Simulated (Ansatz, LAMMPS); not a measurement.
# Amorphous 96SiO2-4P2O5 (mol %) (88 atoms): relaxation and levels of theory

Which bonds does the relaxation leave, and how do the Kohn-Sham gap, forces and pressure change with k-mesh and functional?

Calculated with Ansatz 0.2.0: Kohn-Sham DFT, PBE, PAW (set soft_2), plane waves; cutoff 420 eV, Γ point, fermi-dirac smearing of 0.025 eV.

**The cell**

Density at the start: 2.21 g/cm³. The cell holds 88 atoms: 27 Si, 2 P and 59 O. Cell: a = 10.977 Å, b = 10.977 Å, c = 10.977 Å, α = 90.0°, β = 90.0°, γ = 90.0°. 88 atoms (27 Si, 2 P, 59 O) placed at random at 2.21 g/cm³, melted at 5000 K for 10 ps at fixed volume with the Morse and Coulomb pair potential with partial charges (Pedone, Malavasi, Menziani, Cormack and Segre, J. Phys. Chem. B 110, 11780 (2006)). Quenched from 5000 K to 300 K at 50 K/ps and fixed volume, held 5 ps, then minimised at fixed cell.

Cell and atoms were relaxed with PBE. The walk converged after 13 steps by the program's count, with a largest force component of 0.0197 eV/Å; it began at an r.m.s. force component of 0.84 eV/Å. The edges went from 10.977, 10.977, 10.977 to 10.696, 10.405, 11.445 Å, and the volume from 15.030 to 14.460 Å³ an atom (-3.8 %).

The input of the reference single point:

```yaml
crystal:
  lattice:
    - [10.69416, -0.1819, -0.09455]
    - [-0.1819, 10.40285, -0.14518]
    - [-0.09455, -0.14518, 11.44408]
  atoms:
    - { symbol: Si, position: [0.28831, 0.90147, 0.95456] }
    - { symbol: Si, position: [0.02515, 0.24907, 0.41443] }
    - { symbol: Si, position: [0.06562, 0.24292, 0.13542] }
    - { symbol: Si, position: [0.2918, 0.1769, 0.99882] }
    [... 82 atom lines left out ...]
    - { symbol: O, position: [0.40875, 0.89527, 0.04247] }
    - { symbol: O, position: [0.79731, 0.51876, 0.03321] }
kpoints:
  mp_grid: { grid: [1, 1, 1] }
hamiltonian:
  xc: pbe
scf:
  occupations: { method: fermi_dirac, width: 0.025 }
output:
  forces: true
  stress: true
  populations: true
  dos:
    method: { smearing: { sigma: 0.08 } }
    de: 0.05
    projected: { site_lists: { O: [O], P: [P], Si: [Si] } }
  eigenvalues: true
  write_density: true
  write_potential: true
  volumetric_format: npy
```

**Bonds after relaxation**

Bonds by pair of elements; cutoffs follow the first minimum of g(r), held within bounds set by covalent radii, and pairs that aren't listed don't count as bonded:

```tsv
pair A-B	cutoff (Å)	bonds	mean length (Å)	spread (Å)	shortest (Å)	B about A	A about B
O-Si	2.12	109	1.64	0.031	1.59	1.85	4.04
O-P	2.02	8	1.55	0.041	1.47	0.136	4
```

How many atoms have how many bonded neighbours:

```tsv
element	mean	1	2	4	5
O	1.98	1	58	0	0
P	4	0	0	2	0
Si	4.04	0	0	26	1
```

**Levels of theory**

Single points at the relaxed geometry:

| functional | k-mesh | Kohn-Sham gap (eV) | pressure (GPa) | r.m.s. force component (eV/Å) | SCF cycles | time |
| --- | --- | --- | --- | --- | --- | --- |
| PBE | 1×1×1 | 4.346 | -0.01 | 0.003 | 8 | 11 s |
| PBE | 2×2×2 | 4.347 | 0.00 | 0.004 | 8 | 82 s |
| HSE06 | 1×1×1 | 6.152 | -4.89 | 0.208 | 17 | 2.4 min |
| r2SCAN | 1×1×1 | 4.996 | -4.75 | 0.169 | 9 | 24 s |
| PBEsol | 1×1×1 | 4.309 | -2.46 | 0.064 | 8 | 10 s |

The gap is that between the highest filled and lowest empty Kohn-Sham level on the run's k-points. Cutoffs: 420 eV for PBE, HSE06 and PBEsol; 500 eV for r2SCAN. Times come from shared hosts and are rough.

**Findings**

By these cutoffs 98 % of O atoms have 2, 100 % of P atoms have 4 and 96 % of Si atoms have 4 neighbours. The Kohn-Sham gap is 4.35 eV with PBE on the 1×1×1 mesh and 4.35 eV on 2×2×2. On the 1×1×1 mesh HSE06 changes the gap by +1.81 eV against PBE. Carrying that shift over to the 2×2×2 mesh gives 4.35 + 1.81 = 6.15 eV, an estimate that takes the shift to be alike at all k-points. On the reference's mesh the gap changes with r2SCAN by +0.65 eV and PBEsol by -0.04 eV. Against the reference the pressure changes with HSE06 by -4.9 GPa, r2SCAN by -4.7 GPa and PBEsol by -2.4 GPa; a negative change means a smaller volume than PBE would take. The denser mesh moves the energy by -0.4 meV/atom and the pressure by +0.00 GPa.

Limits: All single points share the geometry relaxed with PBE. The volume changed by -3.8 % on relaxing; in so small a cell, on this mesh and at this cutoff, the relaxed density is rough. One sample; tail or defect levels can set the gap of a disordered cell. The quench rate of 50 K/ps is many orders above laboratory rates, so the cell is likely richer in defects and strain than a real sample. The network of bonds at the start is that of the classical potential that made the cell, and needn't be the one that DFT or experiment would give. In some runs the program notes that the exchange-correlation potential is rough where the density is thin, it cut back its work space to fit the memory limit, the exchange threshold is loose for the stress and the SCF threshold is loose for the stress.

[Logs are printed without paths, hosts, clocks, repeated set-up lines and the standing remarks that a program may print on its own settings, such as how far it seeks lower states.]

[Hosts, paths, dates, database ids (printed as entryN), source tags and the programs' standing remarks are cut or masked in the printed files.]
